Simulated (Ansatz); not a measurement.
# InF (model cell, started as CsCl type): a soft mode frozen in, part 2 of 3

Which phase does InF (model cell, started as CsCl type) fall into along its unstable mode, and how much energy does it gain?

Ansatz 0.2.0; DFT PBEsol, scalar-relativistic, plane waves, PAW.

So far, highest frequency on the path or at a solved wavevector (cm⁻¹): step 2 (response at finite wavevector) 233. Also lowest frequency on the path (cm⁻¹): step 2 -123.

The structure was built from a prototype and need not be the compound's stable phase.

### 4. The mode frozen in, largest atomic shift 0.45 Å

The atoms are moved along the unstable eigenvector, the largest shift by 0.45 Å, with the cell fixed.

input.yaml reads:

```yaml
crystal:
  lattice:
    - [3.271261715, 0.0, 0.0]
    - [0.0, 3.271261715, -3.271261715]
    - [0.0, 6.54252343, 6.54252343]
  atoms:
    - { symbol: In, position: [0.0, 0.5, 0.25] }
    - { symbol: In, position: [0.0, 0.0077013112, 0.5] }
    - { symbol: In, position: [0.0, 0.5, 0.75] }
    - { symbol: In, position: [0.0, -0.0077013112, 0.0] }
    - { symbol: F, position: [0.5, 0.0, 0.25] }
    - { symbol: F, position: [0.5, 0.4027292588, 0.5] }
    - { symbol: F, position: [0.5, 0.0, 0.75] }
    - { symbol: F, position: [0.5, 0.5972707412, 0.0] }
kpoints:
  mp_grid: { grid: [12, 8, 4] }
hamiltonian:
  xc: pbesol
scf:
  occupations: { method: methfessel_paxton, width: 0.2 }
output:
  forces: true
  stress: true
  eigenvalues: true
```

On the command line:

```console
ansatz run input.yaml --threads 4 --pin off --max-ram 7168MiB --backend cpu --events-out ev --progress --plain --runs-dir out
```

Numbers of over 12 decimals in the logs are rounded to 6 here.

The log of the run:

```text
[...]
Crystal: 8 atoms, lattice volume = 140.025 Å³
Basis set: ecut = 420 eV, 2747 PW (Γ), exchange–correlation on 48×64×128 points (8 copies of the dense FFT grid, shifted against one another)
Bands: 48, of which v1, the nominal top of the filled ones, is band 40 counted from 1 (39 counted from 0)
Symmetry: 8 space group operations
[...]
k-points: 105 of 384
[...]
k-point 0: bands = [... 36 lower, 4.4756, 5.6854, 6.1521, 6.5364, 10.8525, 10.9162, 12.1311, 12.3786, ... 4 higher]
  k-point 1: bands = [... 36 lower, 4.4743, 5.3116, 6.4277, 6.5919, 10.8802, 10.9080, 11.5004, 11.8437, ... 4 higher]
  k-point 2: bands = [... 36 lower, 4.8105, 4.8105, 6.6227, 6.6227, 10.8954, 10.8954, 11.3958, 11.3958, ... 4 higher]
  k-point 104: bands = [... 36 lower, 6.1036, 6.1036, 7.1622, 7.1622, 10.3279, 10.3279, 10.9235, 10.9235, ... 4 higher]
[key lines of the parts left out:]
SCF converged after 9 iterations
Free energy (F): -25303.633737 eV
Fermi energy:    8.328353 eV
P = ⅓ Tr σ = 0.9684 GPa (9.684 kbar)
```

Wall time 8.9 s (4 threads of Arm Neoverse V2, shared host); peak memory 0.77 GiB.

Numbers from this step:

```yaml
pressure: 0.9684 GPa
energy_from_the_undistorted_cell: -10.85 meV/atom
```

The energy, extrapolated to zero smearing, is -10.85 meV/atom against the undistorted cell.

The run ends at a pressure of 0.97 GPa, with forces up to 0.19 eV/Å.

### 5. Energy along the mode, all amplitudes (two of the runs are shown above)

An imaginary frequency means negative curvature, so the energy should fall and then rise again as anharmonic terms take over.

Numbers from this step:

```
depth at the lowest point sampled  : 10.85 meV/atom
largest atomic shift at that point : 0.45 Å
```

The energy from the parent by largest atomic shift:

| largest atomic shift (Å) | energy from the parent (meV/atom) |
| --- | --- |
| 0.000 | 0 |
| 0.040 | -0.166 |
| 0.080 | -0.656 |
| 0.140 | -1.94 |
| 0.220 | -4.45 |
| 0.320 | -8.04 |
| 0.450 | -10.9 |
| 0.600 | -5.41 |

Displacement at unit largest shift by atom:

| atom | x (Å) | y (Å) | z (Å) | size |
| --- | --- | --- | --- | --- |
| In1 | 0.000 | 0.000 | 0.000 | 0.000 |
| In2 | 0.000 | 0.056 | -0.056 | 0.079 |
| In3 | 0.000 | 0.000 | 0.000 | 0.000 |
| In4 | 0.000 | -0.056 | 0.056 | 0.079 |
| F5 | 0.000 | 0.000 | 0.000 | 0.000 |
| F6 | 0.000 | -0.707 | 0.707 | 1.000 |
| F7 | 0.000 | 0.000 | 0.000 | 0.000 |
| F8 | 0.000 | 0.707 | -0.707 | 1.000 |

The lowest of the steps tried is at 0.45 Å, 10.9 meV/atom below the parent; the bottom of the well need not coincide with a step.

### 6. Relaxation from the frozen mode

Starting from the lowest point found, all atoms and the cell are let go, so that strain and other modes of the same symmetry can join in.

input.yaml, as its differences from that of step 4:

```diff
@@ -24 +24,6 @@
   eigenvalues: true
+relax:
+  adjacent_minimum: "off"
+  f_tol: 0.002
+  max_steps: 120
+  cell: { stress_tol: 0.03 }
```

The log of the run:

```text
[...]
Crystal: 8 atoms, lattice volume = 140.025 Å³
Basis set: ecut = 420 eV, 2747 PW (Γ), exchange–correlation on 48×64×128 points (8 copies of the dense FFT grid, shifted against one another)
Bands: 48, of which v1, the nominal top of the filled ones, is band 40 counted from 1 (39 counted from 0)
Symmetry: 8 space group operations
[...]
k-points: 105 of 384
[...]
SCF iter   1: F=—  HF=-25303.690498 eV  |F-HF|=—  |Δ(HF+E_count)|=         —  Δρ=1.51e-2  dr2=2.28e-1  ethr=1.77e-3  ⟨swp⟩=5.8  Hψ=17551  notcnv=0
[...]
SCF iter   9: F=-25303.633737 eV  HF=-25303.633737 eV  |F-HF|=3.44e-9  |Δ(HF+E_count)|=   1.64e-8  S|Δr|=    0.00e0  Δρ=1.83e-6  dr2=1.01e-8  ethr=1.25e-10  ⟨swp⟩=9.1  Hψ=19724  notcnv=0
SCF 1 converged in 9 iterations: F = -25303.633737 eV  dr2 = 1.01e-8
[...]
relax step   1: F+E_penalty+E_count = -25303.63373731 eV  Δ(F+E_penalty+E_count) = +0.000e0 eV  max|allowed force component| = 1.332e-1 eV/Å  Δτ_max = 0.0000 Å  P = +0.968 GPa  Ω = 140.025 Å³  (9 SCF iters, dr2 threshold 1.00e-7 eV, accepted)
Crystal: 8 atoms, lattice volume = 144.695 Å³
Basis set: ecut = 420 eV, 2839 PW (Γ), exchange–correlation on 48×64×128 points (8 copies of the dense FFT grid, shifted against one another)
[...]
SCF iter  10: F=-25303.648001 eV  HF=-25303.648001 eV  |F-HF|=5.40e-8  |Δ(HF+E_count)|=   2.28e-7  S|Δr|=    0.00e0  Δρ=6.56e-6  dr2=1.19e-7  ethr=1.00e-9  ⟨swp⟩=9.4  Hψ=19323  notcnv=0
SCF 2 converged in 10 iterations: F = -25303.648001 eV  dr2 = 1.19e-7
[...]
relax step   2: F+E_penalty+E_count = -25303.64800137 eV  Δ(F+E_penalty+E_count) = -1.426e-2 eV  max|allowed force component| = 2.013e-1 eV/Å  Δτ_max = 0.1957 Å  P = -1.415 GPa  Ω = 144.695 Å³  energy of the carried Pulay correction = -1.227e-2 eV  (10 SCF iters, dr2 threshold 8.00e-7 eV, accepted)
Crystal: 8 atoms, lattice volume = 142.412 Å³
Basis set: ecut = 420 eV, 2807 PW (Γ), exchange–correlation on 48×64×128 points (8 copies of the dense FFT grid, shifted against one another)
[...]
SCF iter   9: F=-25303.679176 eV  HF=-25303.679176 eV  |F-HF|=1.57e-8  |Δ(HF+E_count)|=   2.75e-7  S|Δr|=    0.00e0  Δρ=6.58e-6  dr2=7.15e-8  ethr=1.00e-9  ⟨swp⟩=2.6  Hψ=18806  notcnv=0
SCF 3 converged in 9 iterations: F = -25303.679176 eV  dr2 = 7.15e-8
relax step   3: F+E_penalty+E_count = -25303.67917585 eV  Δ(F+E_penalty+E_count) = -3.117e-2 eV  max|allowed force component| = 9.118e-2 eV/Å  Δτ_max = 0.0538 Å  P = -0.457 GPa  Ω = 142.412 Å³  energy of the carried Pulay correction = -6.319e-3 eV  (9 SCF iters, dr2 threshold 8.00e-7 eV, accepted)
[... from here on, the SCF cycles and remarks between the steps are left out ...]
relax step   4: F+E_penalty+E_count = -25303.69209317 eV  Δ(F+E_penalty+E_count) = -1.292e-2 eV  max|allowed force component| = 8.309e-2 eV/Å  Δτ_max = 0.0209 Å  P = -0.118 GPa  Ω = 141.424 Å³  energy of the carried Pulay correction = -3.718e-3 eV  (8 SCF iters, dr2 threshold 8.00e-7 eV, accepted)
relax step   5: F+E_penalty+E_count = -25303.71194975 eV  Δ(F+E_penalty+E_count) = -1.986e-2 eV  max|allowed force component| = 3.387e-2 eV/Å  Δτ_max = 0.0935 Å  P = +0.158 GPa  Ω = 140.541 Å³  energy of the carried Pulay correction = -1.374e-3 eV  (9 SCF iters, dr2 threshold 4.31e-7 eV, accepted)
relax step   6: F+E_penalty+E_count = -25303.71690104 eV  Δ(F+E_penalty+E_count) = -4.951e-3 eV  max|allowed force component| = 1.341e-2 eV/Å  Δτ_max = 0.0604 Å  P = -0.073 GPa  Ω = 140.745 Å³  energy of the carried Pulay correction = -1.917e-3 eV  (9 SCF iters, dr2 threshold 2.25e-7 eV, accepted)
relax step   7: F+E_penalty+E_count = -25303.72017717 eV  Δ(F+E_penalty+E_count) = -3.276e-3 eV  max|allowed force component| = 1.380e-2 eV/Å  Δτ_max = 0.0516 Å  P = -0.038 GPa  Ω = 140.009 Å³  energy of the carried Pulay correction = +4.273e-5 eV  (10 SCF iters, dr2 threshold 4.66e-8 eV, accepted)
relax step   8: F+E_penalty+E_count = -25303.72058199 eV  Δ(F+E_penalty+E_count) = -4.048e-4 eV  max|allowed force component| = 1.233e-3 eV/Å  Δτ_max = 0.0018 Å  P = -0.012 GPa  Ω = 139.918 Å³  energy of the carried Pulay correction = +2.868e-4 eV  (6 SCF iters, dr2 threshold 5.27e-8 eV, accepted)
relax step   9: F+E_penalty+E_count = -25303.72050586 eV  Δ(F+E_penalty+E_count) = +7.613e-5 eV  max|allowed force component| = 2.312e-3 eV/Å  Δτ_max = 0.0019 Å  P = +0.006 GPa  Ω = 139.958 Å³  energy of the carried Pulay correction = +1.796e-4 eV  (8 SCF iters, dr2 threshold 5.45e-9 eV, accepted)
relax step  10: F+E_penalty+E_count = -25303.72052328 eV  Δ(F+E_penalty+E_count) = -1.742e-5 eV  max|allowed force component| = 6.691e-4 eV/Å  Δτ_max = 0.0014 Å  P = -0.003 GPa  Ω = 139.953 Å³  energy of the carried Pulay correction = +1.925e-4 eV  (9 SCF iters, dr2 threshold 3.34e-10 eV, accepted)
relax step  11: F+E_penalty+E_count = -25303.74491834 eV  Δ(F+E_penalty+E_count) = -2.440e-2 eV  max|allowed force component| = 1.732e-3 eV/Å  Δτ_max = 0.0000 Å  P = +0.231 GPa  Ω = 139.953 Å³  stress off target by 8.25e-1 GPa  SCF on the basis re-selected at this cell (its energy is not comparable with the rows above)  (8 SCF iters)
relax step  12: F+E_penalty+E_count = -25303.75536359 eV  Δ(F+E_penalty+E_count) = -1.045e-2 eV  max|allowed force component| = 6.728e-2 eV/Å  Δτ_max = 0.1402 Å  P = +0.918 GPa  Ω = 137.198 Å³  energy of the carried Pulay correction = +7.987e-3 eV  (10 SCF iters, dr2 threshold 8.00e-7 eV, accepted)
relax step  13: F+E_penalty+E_count = -25303.75225532 eV  Δ(F+E_penalty+E_count) = +3.108e-3 eV  max|allowed force component| = 2.404e-2 eV/Å  Δτ_max = 0.0735 Å  P = -0.747 GPa  Ω = 142.215 Å³  energy of the carried Pulay correction = -5.218e-3 eV  (10 SCF iters, dr2 threshold 8.00e-7 eV, accepted)
relax step  14: F+E_penalty+E_count = -25303.76533131 eV  Δ(F+E_penalty+E_count) = -1.308e-2 eV  max|allowed force component| = 1.264e-2 eV/Å  Δτ_max = 0.0285 Å  P = +0.107 GPa  Ω = 139.697 Å³  energy of the carried Pulay correction = +1.312e-3 eV  (7 SCF iters, dr2 threshold 8.00e-7 eV, accepted)
relax step  15: F+E_penalty+E_count = -25303.76525982 eV  Δ(F+E_penalty+E_count) = +7.149e-5 eV  max|allowed force component| = 3.954e-3 eV/Å  Δτ_max = 0.0175 Å  P = -0.032 GPa  Ω = 139.948 Å³  energy of the carried Pulay correction = +6.487e-4 eV  (9 SCF iters, dr2 threshold 3.10e-8 eV, accepted)
relax step  16: F+E_penalty+E_count = -25303.76565615 eV  Δ(F+E_penalty+E_count) = -3.963e-4 eV  max|allowed force component| = 3.719e-3 eV/Å  Δτ_max = 0.0047 Å  P = +0.001 GPa  Ω = 139.817 Å³  energy of the carried Pulay correction = +1.025e-3 eV  (9 SCF iters, dr2 threshold 6.55e-9 eV, accepted)
relax step  17: F+E_penalty+E_count = -25303.76558333 eV  Δ(F+E_penalty+E_count) = +7.281e-5 eV  max|allowed force component| = 1.235e-3 eV/Å  Δτ_max = 0.0010 Å  P = +0.001 GPa  Ω = 139.848 Å³  energy of the carried Pulay correction = +9.319e-4 eV  (8 SCF iters, dr2 threshold 3.15e-9 eV, accepted)
relax step  18: F+E_penalty+E_count = -25303.77487565 eV  Δ(F+E_penalty+E_count) = -9.292e-3 eV  max|allowed force component| = 4.934e-4 eV/Å  Δτ_max = 0.0000 Å  P = +0.086 GPa  Ω = 139.848 Å³  stress off target by 4.36e-1 GPa  SCF on the basis re-selected at this cell (its energy is not comparable with the rows above)  (8 SCF iters)
relax step  19: F+E_penalty+E_count = -25303.78055013 eV  Δ(F+E_penalty+E_count) = -5.674e-3 eV  max|allowed force component| = 1.485e-3 eV/Å  Δτ_max = 0.0168 Å  P = +0.079 GPa  Ω = 139.844 Å³  energy of the carried Pulay correction = +3.126e-4 eV  (8 SCF iters, dr2 threshold 4.76e-7 eV, accepted)
relax step  20: F+E_penalty+E_count = -25303.78117448 eV  Δ(F+E_penalty+E_count) = -6.244e-4 eV  max|allowed force component| = 1.130e-3 eV/Å  Δτ_max = 0.0112 Å  P = +0.018 GPa  Ω = 139.998 Å³  energy of the carried Pulay correction = +7.501e-5 eV  (8 SCF iters, dr2 threshold 1.21e-7 eV, accepted)
relax step  21: F+E_penalty+E_count = -25303.78103404 eV  Δ(F+E_penalty+E_count) = +1.404e-4 eV  max|allowed force component| = 4.130e-4 eV/Å  Δτ_max = 0.0009 Å  P = +0.002 GPa  Ω = 140.050 Å³  energy of the carried Pulay correction = -7.937e-5 eV  (8 SCF iters, dr2 threshold 2.83e-9 eV, accepted)
relax step  22: F+E_penalty+E_count = -25303.78397998 eV  Δ(F+E_penalty+E_count) = -2.946e-3 eV  max|allowed force component| = 9.764e-4 eV/Å  Δτ_max = 0.0000 Å  P = +0.029 GPa  Ω = 140.050 Å³  stress off target by 1.94e-1 GPa  SCF on the basis re-selected at this cell (its energy is not comparable with the rows above)  (7 SCF iters)
relax step  23: F+E_penalty+E_count = -25303.78514201 eV  Δ(F+E_penalty+E_count) = -1.162e-3 eV  max|allowed force component| = 4.504e-3 eV/Å  Δτ_max = 0.0175 Å  P = -0.011 GPa  Ω = 140.184 Å³  energy of the carried Pulay correction = -1.677e-4 eV  (9 SCF iters, dr2 threshold 9.37e-8 eV, accepted)
relax step  24: F+E_penalty+E_count = -25303.78564115 eV  Δ(F+E_penalty+E_count) = -4.991e-4 eV  max|allowed force component| = 2.515e-2 eV/Å  Δτ_max = 0.0068 Å  P = +0.171 GPa  Ω = 139.892 Å³  energy of the carried Pulay correction = +6.161e-4 eV  (10 SCF iters, dr2 threshold 1.27e-9 eV, rejected (line search))
relax step  25: F+E_penalty+E_count = -25303.78521033 eV  Δ(F+E_penalty+E_count) = -6.832e-5 eV  max|allowed force component| = 3.464e-3 eV/Å  Δτ_max = 0.0021 Å  P = +0.012 GPa  Ω = 140.173 Å³  energy of the carried Pulay correction = -1.366e-4 eV  (11 SCF iters, accepted)
relax step  26: F+E_penalty+E_count = -25303.78517959 eV  Δ(F+E_penalty+E_count) = +3.074e-5 eV  max|allowed force component| = 7.591e-4 eV/Å  Δτ_max = 0.0021 Å  P = +0.004 GPa  Ω = 140.192 Å³  energy of the carried Pulay correction = -1.824e-4 eV  (9 SCF iters, dr2 threshold 7.50e-10 eV, accepted)
relax step  27: F+E_penalty+E_count = -25303.78595501 eV  Δ(F+E_penalty+E_count) = -7.754e-4 eV  max|allowed force component| = 6.131e-4 eV/Å  Δτ_max = 0.0000 Å  P = +0.007 GPa  Ω = 140.192 Å³  stress off target by 8.15e-2 GPa  SCF on the basis re-selected at this cell (its energy is not comparable with the rows above)  (7 SCF iters)
relax step  28: F+E_penalty+E_count = -25303.78614136 eV  Δ(F+E_penalty+E_count) = -1.864e-4 eV  max|allowed force component| = 2.214e-4 eV/Å  Δτ_max = 0.0037 Å  P = +0.003 GPa  Ω = 140.238 Å³  energy of the carried Pulay correction = -6.188e-5 eV  (9 SCF iters, dr2 threshold 1.66e-8 eV, accepted)
relax step  29: F+E_penalty+E_count = -25303.78630456 eV  Δ(F+E_penalty+E_count) = -1.632e-4 eV  max|allowed force component| = 2.938e-4 eV/Å  Δτ_max = 0.0000 Å  P = +0.003 GPa  Ω = 140.238 Å³  stress off target by 3.78e-2 GPa  SCF on the basis re-selected at this cell (its energy is not comparable with the rows above)  (6 SCF iters)
relax step  30: F+E_penalty+E_count = -25303.78633717 eV  Δ(F+E_penalty+E_count) = -3.261e-5 eV  max|allowed force component| = 3.977e-5 eV/Å  Δτ_max = 0.0028 Å  P = +0.002 GPa  Ω = 140.263 Å³  energy of the carried Pulay correction = -3.213e-5 eV  (8 SCF iters, dr2 threshold 3.58e-9 eV, accepted)
[...]
SCF iter   6: F=-25303.786435 eV  HF=-25303.786435 eV  |F-HF|=1.09e-11  |Δ(HF+E_count)|=  3.64e-12  S|Δr|=    0.00e0  Δρ=1.10e-7  dr2=1.47e-11  ethr=1.00e-12  ⟨swp⟩=5.0  Hψ=19835  notcnv=0
SCF 31 converged in 6 iterations: F = -25303.786435 eV  dr2 = 1.47e-11
relax step  31: F+E_penalty+E_count = -25303.78643496 eV  Δ(F+E_penalty+E_count) = -9.778e-5 eV  max|allowed force component| = 8.470e-5 eV/Å  Δτ_max = 0.0000 Å  P = +0.002 GPa  Ω = 140.263 Å³  stress off target by 1.60e-2 GPa  SCF on the basis re-selected at this cell (its energy is not comparable with the rows above)  (6 SCF iters)
[...]
SCF converged after 6 iterations
[...]
Free energy (F): -25303.786435 eV
[...]
Internal energy: -25303.786146 eV  (E = F + TS)
E sigma→0 (E₀):  -25303.786363 eV
Entropy (-TS):   -0.000289 eV (-0.036 meV/atom)
Fermi energy:    8.538192 eV
[...]
--- Forces (eV/Å), atoms counted from 1 ---
  atom   1  In     0.00000000     0.00000000    -0.00000000
  atom   2  In    -0.00000000     0.00003320    -0.00003320
  atom   3  In     0.00000000     0.00000000     0.00000000
  atom   4  In     0.00000000    -0.00003320     0.00003320
  atom   5  F     -0.00000000    -0.00000000     0.00000000
  atom   6  F     -0.00000000    -0.00008470     0.00008470
  atom   7  F      0.00000000     0.00000000     0.00000000
  atom   8  F     -0.00000000     0.00008470    -0.00008470
  max |Σ_I F_I| component: 3.47e-18 eV/Å
--- Stress (GPa, compression-positive) ---
       -0.000861       0.000000       0.000000
        0.000000       0.003288      -0.012664
        0.000000      -0.012664       0.003288
  P = ⅓ Tr σ = 0.0019 GPa (0.019 kbar)
--- Band table (eV; the first three rows and the last of 105) ---
  k-point 0: bands = [... 36 lower, 4.7421, 5.3066, 6.3597, 6.5063, 10.1995, 10.4866, 11.4045, 11.5913, ... 4 higher]
  k-point 1: bands = [... 36 lower, 4.7320, 5.2179, 6.4225, 6.5270, 10.1701, 10.2517, 11.0612, 11.8079, ... 4 higher]
  k-point 2: bands = [... 36 lower, 4.9230, 4.9230, 6.5174, 6.5174, 10.0854, 10.0854, 11.3666, 11.3666, ... 4 higher]
  k-point 104: bands = [... 36 lower, 6.1061, 6.1061, 8.4723, 8.4723, 8.9194, 8.9194, 10.4183, 10.4183, ... 4 higher]
--- Relaxed structure (25 steps of the walk, 24 accepted, 6 SCFs on fresh bases) ---
  F+E_penalty+E_count = -25303.78643496 eV   max|allowed force component| = 8.470e-5 eV/Å   (the final SCF, on the basis selected at the relaxed cell)
  cell:  # Å, volume = 140.2634 Å³
    - [3.030945, 0, 0]
    - [0, 3.830333, -3.830333]
    - [0, 6.040872, 6.040872]
  atoms:
    - { symbol: In, position: [0, 0.500000, 0.250000] }
    - { symbol: In, position: [0, -0.044400, 0.500000] }
    - { symbol: In, position: [0, 0.5, 0.750000] }
    - { symbol: In, position: [0, 0.044400, 0.0] }
    - { symbol: F, position: [0.5, 0.0, 0.250000] }
    - { symbol: F, position: [0.5, 0.299472, 0.500000] }
    - { symbol: F, position: [0.5, 0.0, 0.750000] }
    - { symbol: F, position: [0.5, 0.700528, 0.0] }
```

Wall time 5.3 min (4 threads); peak memory 0.84 GiB; 21 min of CPU time.

Step by step (22 of 31):

| step | energy less that of the first step (eV) | largest force component (eV/Å) | pressure (GPa) | volume (Å³) |
| --- | --- | --- | --- | --- |
| 1 | 0.0000 | 0.1332 | 0.97 | 140.03 |
| 2 | -0.0143 | 0.2013 | -1.42 | 144.70 |
| 4 | -0.0584 | 0.0831 | -0.12 | 141.42 |
| 5 | -0.0782 | 0.0339 | 0.16 | 140.54 |
| 7 | -0.0864 | 0.0138 | -0.04 | 140.01 |
| 8 | -0.0868 | 0.0012 | -0.01 | 139.92 |
| 10 | -0.0868 | 0.0007 | 0.00 | 139.95 |
| 11* | -0.1112 | 0.0017 | 0.23 | 139.95 |
| 12 | -0.1216 | 0.0673 | 0.92 | 137.20 |
| 14 | -0.1316 | 0.0126 | 0.11 | 139.70 |
| 15 | -0.1315 | 0.0040 | -0.03 | 139.95 |
| 17 | -0.1318 | 0.0012 | 0.00 | 139.85 |
| 18* | -0.1411 | 0.0005 | 0.09 | 139.85 |
| 20 | -0.1474 | 0.0011 | 0.02 | 140.00 |
| 21 | -0.1473 | 0.0004 | 0.00 | 140.05 |
| 22* | -0.1502 | 0.0010 | 0.03 | 140.05 |
| 24 | -0.1519 | 0.0251 | 0.17 | 139.89 |
| 25 | -0.1515 | 0.0035 | 0.01 | 140.17 |
| 27* | -0.1522 | 0.0006 | 0.01 | 140.19 |
| 28 | -0.1524 | 0.0002 | 0.00 | 140.24 |
| 30 | -0.1526 | 0.0000 | 0.00 | 140.26 |
| 31* | -0.1527 | 0.0001 | 0.00 | 140.26 |

Relaxation steps marked * repeat the geometry before them on a plane-wave basis chosen anew for their cell, so energy and pressure can jump there. Other such steps can lie between the rows shown. Relaxation step 24 was tried and not accepted.

The run keeps the 8 symmetry operations that it works with, so distortions that break them were not tested.

| cell as run | before | after | change |
| --- | --- | --- | --- |
| a (Å) | 3.271 | 3.031 | -7.3 % |
| b (Å) | 4.626 | 5.417 | +17.1 % |
| c (Å) | 9.253 | 8.543 | -7.7 % |
| volume (Å³/atom) | 17.50 | 17.53 | +0.2 % |

The atoms that moved most (Å, as changes of fractional coordinates times the final cell):

| atom | dx | dy | dz | length |
| --- | --- | --- | --- | --- |
| F8 | 0.000 | 0.396 | -0.396 | 0.559 |
| F6 | 0.000 | -0.396 | 0.396 | 0.559 |
| In2 | 0.000 | -0.200 | 0.200 | 0.282 |
| In4 | 0.000 | 0.200 | -0.200 | 0.282 |

Numbers from this step:

| Quantity | Value |
| --- | --- |
| pressure | 0.001905 GPa |
| volume per atom | 17.53 Å³ |

The distorted start has space group Pmma; the relaxation ends in Pmma.

(Continued in part 3 of 3.)

[Logs are printed without paths, hosts, clocks, repeated set-up lines and the standing remarks that a program may print on its own settings, such as how far it seeks lower states.]

[Hosts, paths, dates, database ids (printed as entryN), source tags and the programs' standing remarks are cut or masked in the printed files.]
